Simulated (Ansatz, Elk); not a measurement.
# Bonding as seen by X-rays: WBrF

The structure of WBrF used here is made up (a known structure type with other elements) and was relaxed beforehand with PBE. The aim is the Fourier transform of its all-electron density, F(hkl), set beside the sum over free spherical atoms that refinements use.

Method: DFT, PBE, all-electron APW+lo, Dirac cores, scalar-relativistic bands, static density, no spin, in Elk 11.2.3 (patched build).

The structure was built from a prototype and need not be the compound's stable phase.

### 1. The starting structure

Symmetry: P4/nmm, No. 129, tetragonal system. The conventional cell has a = 3.220 Å, b = 3.220 Å, c = 10.040 Å, α = 90.00°, β = 90.00°, γ = 90.00°. Nearest to W lie 4 F at 2.35 Å and 4 Br at 2.68 Å. Br has 4 W at 2.68 Å nearest. F has 4 F at 2.28 Å and 4 W at 2.35 Å nearest. Farther neighbours and most contacts between anions are not listed.

### 2. Ground state and structure factors

An all-electron density is needed, since X-rays see the cores too. Task 0 finds the density and task 195 Fourier-transforms it; tshift is off so that phases refer to the origin typed.

Contents of elk.in:

```
tasks
  0
  195

xctype
  20

spinpol
  .false.

rgkmax
  7.0

gmaxvr
  14.0

lmaxo
  7

lmaxapw
  8

swidth
  0.002

tshift
  .false.

ramdisk
  .false.

hmaxvr
  5.5

maxscl
  120

epspot
  1e-06

sppath
  './'

avec
  6.08455233994 0.00000000000 0.00000000000
  0.00000000000 6.08455233994 0.00000000000
  0.00000000000 0.00000000000 18.97304689168

atoms
  3
  'W.in'
  2
  0.5000000000 0.0000000000 0.8299758757   0.000000 0.000000 0.000000
  -0.0000000000 0.5000000000 0.1700241243   0.000000 0.000000 0.000000
  'Br.in'
  2
  0.5000000000 0.0000000000 0.3113684952   0.000000 0.000000 0.000000
  -0.0000000000 0.5000000000 0.6886315048   0.000000 0.000000 0.000000
  'F.in'
  2
  0.0000000000 -0.0000000000 -0.0000000000   0.000000 0.000000 0.000000
  0.5000000000 0.5000000000 -0.0000000000   0.000000 0.000000 0.000000

ngridk
  7 7 3
```

On the command line:

```console
OMP_NUM_THREADS=4 elk
```

Numbers of over 12 decimals in the logs are rounded to 6 here.

Log:

```text
┌─────────────────────────┐
│ Elk code version 11.2.3 │
└─────────────────────────┘

All units are atomic (Hartree, Bohr, etc.)

┌─────────────────────────────────────────────────┐
│ Ground-state run starting from atomic densities │
└─────────────────────────────────────────────────┘

Lattice vectors :
   6.084552340       0.000000000       0.000000000
   0.000000000       6.084552340       0.000000000
   0.000000000       0.000000000       18.97304689

Reciprocal lattice vectors :
   1.032645453       0.000000000       0.000000000
   0.000000000       1.032645453       0.000000000
   0.000000000       0.000000000      0.3311637473

Unit cell volume      :    702.4159144
Brillouin zone volume :   0.3531386581

Muffin-tin inner radius fraction :   0.1000000000E-01

Nuclei treated as point charges

Species : 1 (W)
 parameters loaded from : W.in
 name : tungsten
 nuclear charge    :   -74.00000000
 electronic charge :    74.00000000
 atomic mass :    335119.8193
 muffin-tin radius :    2.557422938
 number of radial points in muffin-tin :   1393
 inner part over the whole radius :   0.9927645258E-02
 number on inner part of muffin-tin    :    997
 approximate nuclear radius :   0.1010025921E-03
 number of mesh points to nuclear radius :    522
 atomic positions (lattice), magnetic fields (Cartesian) :
  1 :   0.50000000  0.00000000 -0.17002412    0.00000000  0.00000000  0.00000000
  2 :   0.00000000  0.50000000  0.17002412    0.00000000  0.00000000  0.00000000

Species : 2 (Br)
 parameters loaded from : Br.in
 name : bromine
 nuclear charge    :   -35.00000000
 electronic charge :    35.00000000
 atomic mass :    145656.0816
 muffin-tin radius :    2.400000000
 number of radial points in muffin-tin :    993
 inner part over the whole radius :   0.9934012010E-02
 number on inner part of muffin-tin    :    703
 approximate nuclear radius :   0.7858070945E-04
 number of mesh points to nuclear radius :    344
 atomic positions (lattice), magnetic fields (Cartesian) :
  1 :   0.50000000  0.00000000  0.31136850    0.00000000  0.00000000  0.00000000
  2 :   0.00000000  0.50000000 -0.31136850    0.00000000  0.00000000  0.00000000

Species : 3 (F)
 parameters loaded from : F.in
 name : fluorine
 nuclear charge    :   -9.000000000
 electronic charge :    9.000000000
 atomic mass :    34631.97045
 muffin-tin radius :    1.826730670
 number of radial points in muffin-tin :    593
 inner part over the whole radius :   0.9978674716E-02
 number on inner part of muffin-tin    :    409
 approximate nuclear radius :   0.5278478738E-04
 number of mesh points to nuclear radius :    176
 atomic positions (lattice), magnetic fields (Cartesian) :
  1 :   0.00000000  0.00000000  0.00000000    0.00000000  0.00000000  0.00000000
  2 :   0.50000000  0.50000000  0.00000000    0.00000000  0.00000000  0.00000000

Total number of atoms per unit cell :    6
Total muffin-tin volume :    307.0073212
 ratio of muffin-tin to unit cell volume :   0.4370734132

Spin treatment :
 spin-unpolarised

Number of Bravais lattice symmetries :   16
Number of crystal symmetries         :   16
Crystal has no inversion symmetry
Complex Hermitian eigensolver will be used

k-point grid :      7     7     3
k-point offset :    0.000000000       0.000000000       0.000000000
k-point set is reduced with full crystal symmetry group
Total number of k-points :       20

Muffin-tin radius times maximum |G+k| :    7.000000000
 using average radius
Maximum |G+k| for APW functions       :    3.095448779
Maximum (1/2)|G+k|²                   :    4.790901571
Maximum |G| for potential and density :    14.00000000
Constant for pseudocharge density :    9
 order of it for each species :   16  16  16
 order of it for pair densities of each species (exact exchange by exxq0 0: 17) :   13  11   5
Radial integration step length :    1

G-vector grid sizes :     28    28    90
Number of G-vectors :    32525

Maximum angular momentum used for
 APW functions            :    8
 outer part of muffin-tin :    7
[...]
xc potential                :     -1141.8749445719
 exchange                    :     -842.96908098284
 correlation                 :     -13.092471916293
 electron entropic           :    -0.24554829063890E-02
 total energy                :     -37746.673192066

Density of states at Fermi energy :    200.5448490
 (states/Hartree/unit cell)

Estimated indirect band gap :   0.1659998797E-02
 from k-point 7 to k-point 4
Estimated direct band gap   :   0.5122417866E-02
 at k-point 4

Charges :
 core                        :    132.0000000
 valence                     :    104.0000000
 interstitial                :    7.645568453
 muffin-tins (core leakage)
  species : 1 (W)
[...]
species : 2 (Br)
[...]
species : 3 (F)
[...]
total in muffin-tins        :    228.3544315
 total calculated charge     :    235.9980039
 total charge                :    236.0000000
 error                       :   0.1996050404E-02

RMS change in Kohn-Sham potential (target) :   0.6146596375     (  0.1000000000E-05)
Absolute change in total energy (target)   :   0.1909816347E-01 (  0.1000000000E-03)

[... loops 3 to 15 left out ...]

┌──────────────────┐
│ Loop number : 16 │
└──────────────────┘

Energies :
 Fermi                       :     0.302325
 sum of occupied eigenvalues :     -22938.746996891
 electron kinetic            :      41973.022359048
 core electron kinetic       :      40168.681982477
 Coulomb                     :     -78862.044230803
 Coulomb potential           :     -63793.300061928
 nuclear-nuclear             :     -2755.6423889205
 electron-nuclear            :     -88481.874533395
 Hartree                     :      12375.472691513
 Madelung                    :     -46965.394199839
 xc potential                :     -1118.4692940103
 exchange                    :     -843.01683294392
 correlation                 :     -13.090665547597
 electron entropic           :    -0.22749373971004E-02
 total energy                :     -37745.131645184

Density of states at Fermi energy :    181.1777592
 (states/Hartree/unit cell)

Estimated indirect band gap :   0.1251320978E-02
 from k-point 7 to k-point 19
Estimated direct band gap   :   0.4877933734E-02
 at k-point 13

Charges :
 core                        :    132.0000000
 valence                     :    104.0000000
 interstitial                :    7.528762542
 muffin-tins (core leakage)
  species : 1 (W)
[...]
species : 2 (Br)
[...]
species : 3 (F)
[...]
total in muffin-tins        :    228.4712375
 total calculated charge     :    235.9979124
 total charge                :    236.0000000
 error                       :   0.2087607254E-02

RMS change in Kohn-Sham potential (target) :   0.2441223285E-06 (  0.1000000000E-05)
Absolute change in total energy (target)   :   0.6926580681E-04 (  0.1000000000E-03)

Convergence targets achieved

┌──────────────────┐
│ Loop number : 17 │
└──────────────────┘

Energies :
 Fermi                       :     0.302325
 sum of occupied eigenvalues :     -22938.746993861
 electron kinetic            :      41973.022354445
 core electron kinetic       :      40168.681977408
 Coulomb                     :     -78862.044224831
 Coulomb potential           :     -63793.300075299
 nuclear-nuclear             :     -2755.6423889205
 electron-nuclear            :     -88481.874508103
 Hartree                     :      12375.472672193
 Madelung                    :     -46965.394187181
 xc potential                :     -1118.4692730077
 exchange                    :     -843.01683268010
 correlation                 :     -13.090665551637
 electron entropic           :    -0.22749376410140E-02
 total energy                :     -37745.131643555

Density of states at Fermi energy :    181.1777701
 (states/Hartree/unit cell)

Estimated indirect band gap :   0.1251323040E-02
 from k-point 7 to k-point 19
Estimated direct band gap   :   0.4877939059E-02
 at k-point 13

Charges :
 core                        :    132.0000000
 valence                     :    104.0000000
 interstitial                :    7.528762608
 muffin-tins (core leakage)
  species : 1 (W)
[...]
species : 2 (Br)
[...]
atom 2                    :    33.55311371     (  0.2276927644E-04)
  species : 3 (F)
   atom 1                    :    8.742600586     ( -0.2879848426E-06)
   atom 2                    :    8.742600586     ( -0.2879848426E-06)
 total in muffin-tins        :    228.4712374
 total calculated charge     :    235.9979124
 total charge                :    236.0000000
 error                       :   0.2087607125E-02

┌──────────────────────────────┐
│ Self-consistent loop stopped │
└──────────────────────────────┘

Wrote STATE.OUT
```

Run time: 39 s. Hardware: 4 threads of Intel Xeon Platinum 8375C at 2.90GHz (Ice Lake), shared host; peak memory 0.34 GiB; 1.9 min of CPU time.

SFACRHO.OUT:

```text

h k l indices transformed by vhmat matrix:
   1.000000000       0.000000000       0.000000000    
   0.000000000       1.000000000       0.000000000    
   0.000000000       0.000000000       1.000000000    

      h      k      l  multipl.   |H|            Re(F)            Im(F)           |F|

      0      0      0      1   0.0000000       236.00000      0.36928768E-15   236.00000    
      0      0      1      2  0.33116375       62.028915      0.56241680E-16   62.028915    
      0      0     -2      2  0.66232749      -104.91646      0.23959416E-16   104.91646    
      0      0      3      2  0.99349124      -61.674802      0.36627496E-16   61.674802    
      0      1      0      4   1.0326455       0.0000000      0.12143430E-13  0.12143430E-13
      1      0      1      4   1.0844474      0.15840466E-13   59.653661       59.653661    
      1      0     -1      4   1.0844474     -0.12184974E-13  -59.653661       59.653661    
      0      1     -2      4   1.2267984      0.23151450E-13   146.86892       146.86892    
      1      0     -2      4   1.2267984      0.14621969E-13  -146.86892       146.86892    
      0      0     -4      2   1.3246550      -37.690795     -0.35088940E-17   37.690795    
      0     -1      3      4   1.4329625      0.48739895E-14  -13.973521       13.973521    
     -1      0      3      4   1.4329625      0.14621969E-13   13.973521       13.973521    
      1     -1      0      4   1.4603812      -162.73874      0.14890730E-15   162.73874    
     -1      1      1      8   1.4974587      -25.404831     -0.19738860E-13   25.404831    
      1     -1      2      8   1.6035557       113.10827      0.29382909E-15   113.10827    
      0      0     -5      2   1.6558187       33.341713     -0.60689451E-17   33.341713    
      0      1      4      4   1.6796034      0.79202329E-14   157.18948       157.18948    
      0     -1     -4      4   1.6796034      0.79202329E-14  -157.18948       157.18948
```

Elk indexes on the primitive cell of elk.in and gives |H| = 4π sin θ/λ in inverse bohr. Below, one row stands for each form hkl of the conventional cell (m members, Friedel mates merged), F is for one primitive cell and the density is static (no thermal factor). Free-atom factors are Waasmaier and Kirfel's, and R is Σm||F|−|F'||/Σm|F|.

| hkl | m | sin θ/λ (Å⁻¹) | abs F, DFT | neutral atoms | diff. | abs of complex diff. |
| --- | --- | --- | --- | --- | --- | --- |
| 001 | 2 | 0.050 | 62.029 | 61.950 | +0.079 | 0.079 |
| 002 | 2 | 0.100 | 104.916 | 104.835 | +0.081 | 0.081 |
| 003 | 2 | 0.149 | 61.675 | 61.824 | -0.149 | 0.149 |
| 100 | 4 | 0.155 | 0.000 | 0.000 | +0.000 | 0.000 |
| 101 | 8 | 0.163 | 59.654 | 59.642 | +0.011 | 0.011 |
| 102 | 8 | 0.184 | 146.869 | 147.049 | -0.180 | 0.180 |
| 004 | 2 | 0.199 | 37.691 | 38.169 | -0.478 | 0.478 |
| 103 | 8 | 0.215 | 13.973 | 14.011 | -0.037 | 0.037 |
| 110 | 4 | 0.220 | 162.739 | 163.236 | -0.497 | 0.497 |
| 111 | 8 | 0.225 | 25.405 | 25.880 | -0.475 | 0.475 |
| 112 | 8 | 0.241 | 113.108 | 113.189 | -0.081 | 0.081 |
| 005 | 2 | 0.249 | 33.342 | 33.071 | +0.271 | 0.271 |
| 104 | 8 | 0.253 | 157.190 | 157.540 | -0.350 | 0.350 |
| 113 | 8 | 0.266 | 80.529 | 80.864 | -0.335 | 0.335 |

### 3. The highest occupied states alone

An energy window below the Fermi level keeps the highest occupied states, to see at which angles they scatter; shallow core shells can lie inside it and anion s states outside. No new self-consistency is needed.

Edit elk.in of step 2 so:

```diff
@@ -1,3 +1,2 @@
 tasks
-  0
   195
@@ -40,2 +39,5 @@
 
+wsfac
+  -0.248920 0.602320
+
 sppath
```

On the command line:

```console
OMP_NUM_THREADS=4 elk
```

Log:

```text
┌─────────────────────────────────┐
│ Elk code version 11.2.3 started │
└─────────────────────────────────┘

Info(readinput): the functional depends on the density's gradient
 muffin-tin radial points multiplied by    2.00000
 (not where nrmtscf is given)

┌────────────────────┐
│ Current task : 195 │
└────────────────────┘
Info(checkmt): changed muffin-tin radius of species 1 (W) from   2.8000 to   2.5574
Info(checkmt): changed muffin-tin radius of species 3 (F) from   2.0000 to   1.8267

Info(sfacrho): density structure factors written to SFACRHO.OUT

 Energy window :  -0.2489200000      0.6023200000

┌──────────────────┐
│ Elk code stopped │
└──────────────────┘
```

Elapsed: 10 s, on 4 threads; peak memory 0.17 GiB.

States within 15 eV below the Fermi level hold 32.00 electrons; any levels below the window count with the cores. Their amplitudes can exceed the total, where window and core parts have opposite phase:

| hkl | sin θ/λ (Å⁻¹) | abs F, window | abs F, all |
| --- | --- | --- | --- |
| 001 | 0.050 | 11.252 | 62.029 |
| 002 | 0.100 | 0.299 | 104.916 |
| 003 | 0.149 | 8.145 | 61.675 |
| 100 | 0.155 | 0.000 | 0.000 |
| 101 | 0.163 | 0.393 | 59.654 |
| 102 | 0.184 | 4.093 | 146.869 |
| 004 | 0.199 | 6.079 | 37.691 |
| 103 | 0.215 | 0.377 | 13.973 |
| 110 | 0.220 | 3.536 | 162.739 |
| 111 | 0.225 | 6.479 | 25.405 |

### 4. Another functional

The difference from free atoms is small, so it is set against the change that LDA (Perdew-Wang) makes.

Edit elk.in of step 3 so:

```diff
@@ -1,2 +1,3 @@
 tasks
+  0
   195
@@ -4,3 +5,3 @@
 xctype
-  20
+  3
 
@@ -39,5 +40,2 @@
 
-wsfac
-  -0.248920 0.602320
-
 sppath
```

On the command line:

```console
OMP_NUM_THREADS=4 elk
```

Log:

```text
┌─────────────────────────┐
│ Elk code version 11.2.3 │
└─────────────────────────┘

All units are atomic (Hartree, Bohr, etc.)

┌─────────────────────────────────────────────────┐
│ Ground-state run starting from atomic densities │
└─────────────────────────────────────────────────┘

Lattice vectors :
   6.084552340       0.000000000       0.000000000
   0.000000000       6.084552340       0.000000000
   0.000000000       0.000000000       18.97304689

Reciprocal lattice vectors :
   1.032645453       0.000000000       0.000000000
[...]
interstitial                :    7.561717702
 muffin-tins (core leakage)
  species : 1 (W)
[...]
species : 2 (Br)
[...]
species : 3 (F)
   atom 1                    :    8.718235850     ( -0.4615810627E-05)
   atom 2                    :    8.718235850     ( -0.4615810627E-05)
 total in muffin-tins        :    228.4382823
 total calculated charge     :    235.9979672
 total charge                :    236.0000000
 error                       :   0.2032823474E-02

┌──────────────────────────────┐
│ Self-consistent loop stopped │
└──────────────────────────────┘

Wrote STATE.OUT
[key lines of the parts left out:]
total energy                :     -37718.705348255
```

Wall time 26 s (4 threads); peak memory 0.21 GiB; 80 s of CPU time.

Against the first run R = 0.03 %; the largest change is -0.076 at 006.

### 5. A coarser k-mesh

About half the k-points along each axis test the sampling.

Edit elk.in of step 4 so:

```diff
@@ -5,3 +5,3 @@
 xctype
-  3
+  20
 
@@ -64,2 +64,2 @@
 ngridk
-  7 7 3
+  4 4 2
```

On the command line:

```console
OMP_NUM_THREADS=4 elk
```

Log:

```text
┌─────────────────────────┐
│ Elk code version 11.2.3 │
└─────────────────────────┘

All units are atomic (Hartree, Bohr, etc.)

┌─────────────────────────────────────────────────┐
│ Ground-state run starting from atomic densities │
└─────────────────────────────────────────────────┘

Lattice vectors :
   6.084552340       0.000000000       0.000000000
   0.000000000       6.084552340       0.000000000
   0.000000000       0.000000000       18.97304689

Reciprocal lattice vectors :
   1.032645453       0.000000000       0.000000000
[...]
interstitial                :    7.543644580
 muffin-tins (core leakage)
  species : 1 (W)
[...]
species : 2 (Br)
[...]
species : 3 (F)
   atom 1                    :    8.743838928     ( -0.2879847614E-06)
   atom 2                    :    8.743838928     ( -0.2879847614E-06)
 total in muffin-tins        :    228.4563554
 total calculated charge     :    235.9979698
 total charge                :    236.0000000
 error                       :   0.2030228308E-02

┌──────────────────────────────┐
│ Self-consistent loop stopped │
└──────────────────────────────┘

Wrote STATE.OUT
[key lines of the parts left out:]
total energy                :     -37745.129835286
```

The job ended after 29 s (4 threads; peak memory 0.3 GiB).

Against the first run R = 0.03 %; the largest change is +0.100 at 200.

### 6. Settings against the effect

| run | R against the first run (%) | R against neutral atoms, low angle (%) | wall time |
| --- | --- | --- | --- |
| PBE, rgkmax 7 | 0.00 | 0.25 | 39 s |
| LDA (Perdew-Wang) | 0.03 | 0.23 | 26 s |
| k-mesh 4×4×2 | 0.03 | 0.26 | 29 s |

### 7. Summary of results

* R against neutral atoms, sin θ/λ < 0.3 Å⁻¹: 0.25 %
* R against neutral atoms, 0.3 to 0.74 Å⁻¹: 0.22 %

What this shows: Independent neutral atoms miss the calculated amplitudes by R = 0.25 % below 0.3 Å⁻¹ and 0.22 % from there to 0.74 Å⁻¹; by shells, 0.14 % below 0.15 Å⁻¹ (3 forms), 0.25 % 0.15 to 0.3 (13 forms), 0.19 % 0.3 to 0.45 (23 forms), 0.23 % above 0.45 (105 forms). Bonding, aspherical density and the tables' own atoms all enter these figures, and the runs don't part them. The largest change of an amplitude is -0.50 electrons, at 110. The window's part falls from 32.0 electrons at the origin to at most 2.26 between 0.45 and 0.74 Å⁻¹, where compact states inside the window still scatter. Below 0.3 Å⁻¹ the changes that finished (LDA (Perdew-Wang) and k-mesh 4×4×2) move F by R = 0.03 % at most, against the 0.25 % that separates it from free atoms. The basis has no finished test. These runs have no spin, though d or f shells may be open. Spin-orbit coupling is left out, which can matter for elements this heavy. Part of the difference isn't bonding: the tables are fits to free atoms and ions calculated by other methods than this functional. Thermal motion, anomalous dispersion and extinction are left out.

[Logs are printed without paths, hosts, clocks, repeated set-up lines and the standing remarks that a program may print on its own settings, such as how far it seeks lower states.]

[Hosts, paths, dates, database ids (printed as entryN), source tags and the programs' standing remarks are cut or masked in the printed files.]
